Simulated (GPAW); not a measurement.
The Li K edge of atom 5 in BaLiF3 (Pm-3m), with 6 F at 1.99 Å (octahedral, site symmetry m-3m), was computed in 2 ways: full core hole (charged cell) and no core hole. Program and functional: GPAW, LDA, Gaussian full width 0.9 eV up to 4 eV, rising linearly to 3.5 eV at 25 eV; cells of 5 and 20 atoms (the run without a hole in the smaller).

Each run is counted from its own lowest empty level or Fermi level and scaled to a mean of 1 over its first 20 eV.

| E (eV) | run 1 | run 2 |
| --- | --- | --- |
| -2.0 | 0.00 | 0.00 |
| -1.4 | 0.00 | 0.00 |
| -0.8 | 0.00 | 0.00 |
| -0.2 | 0.00 | 0.00 |
| 0.4 | 0.05 | 0.00 |
| 1.0 | 0.47 | 0.01 |
| 1.6 | 1.31 | 0.09 |
| 2.2 | 1.81 | 0.22 |
| 2.8 | 1.48 | 0.19 |
| 3.4 | 1.76 | 0.21 |
| 4.0 | 2.70 | 0.15 |
| 4.6 | 4.42 | 0.13 |
| 5.2 | 3.48 | 0.13 |
| 5.8 | 2.81 | 0.19 |
| 6.4 | 2.79 | 0.46 |
| 7.0 | 1.22 | 0.80 |
| 7.6 | 0.44 | 1.19 |
| 8.2 | 0.26 | 1.96 |
| 8.8 | 0.18 | 2.66 |
| 9.4 | 0.20 | 2.87 |
| 10.0 | 0.26 | 2.69 |
| 10.6 | 0.32 | 2.29 |
| 11.2 | 0.44 | 1.80 |
| 11.8 | 0.59 | 1.37 |
| 12.4 | 0.72 | 1.15 |
| 13.0 | 0.78 | 1.21 |
| 13.6 | 0.72 | 1.34 |
| 14.2 | 0.57 | 1.30 |
| 14.8 | 0.44 | 1.08 |
| 15.4 | 0.37 | 0.92 |
| 16.0 | 0.33 | 0.95 |
| 16.6 | 0.31 | 1.07 |
| 17.2 | 0.33 | 1.12 |
| 17.8 | 0.36 | 1.04 |
| 18.4 | 0.40 | 0.92 |
| 19.0 | 0.42 | 0.82 |
| 19.6 | 0.40 | 0.76 |
| 20.2 | 0.38 | 0.70 |
| 20.8 | 0.38 | 0.65 |
| 21.4 | 0.37 | 0.61 |
| 22.0 | 0.37 | 0.58 |
| 22.6 | 0.35 | 0.54 |
| 23.2 | 0.32 | 0.49 |
| 23.8 | 0.29 | 0.45 |
| 24.4 | 0.26 | 0.42 |
| 25.0 | 0.24 | 0.41 |
| 25.6 | 0.23 | 0.40 |
| 26.2 | 0.23 | 0.39 |
| 26.8 | 0.24 | 0.37 |
| 27.4 | 0.26 | 0.35 |
| 28.0 | 0.27 | 0.33 |
| 28.6 | 0.28 | 0.33 |
| 29.2 | 0.29 | 0.32 |
| 29.8 | 0.30 | 0.32 |

Which run is which?

Run 1: full core hole (charged cell) (area from −2 to 6 eV 11.9, main maxima 2.1 eV (1.82), 4.7 eV (4.47), 6.1 eV (3.00) and 13.0 eV (0.78)). Run 2: no core hole (area from −2 to 6 eV 0.8, main maxima 2.3 eV (0.22), 9.4 eV (2.87), 13.8 eV (1.35) and 17.1 eV (1.12)). With each curve scaled to its own mean, the area from −2 to 6 eV with the hole is 11.9 against 0.8, and the centre of weight from −1 to 20 eV moves by -4.9 eV: the hole pulls the absorber's empty states down.

[Hosts, paths, dates, database ids (printed as entryN), source tags and the programs' standing remarks are cut or masked in the printed files.]

[Lists of maxima count a maximum above −3 eV only where it reaches 4 % of the highest in the window and stands out from its surroundings by 2 % of it (1.5 % where it reaches 55 %); shoulders and weaker maxima are passed over, and of the rest the first, up to two pre-edge ones and the few strongest are named.]
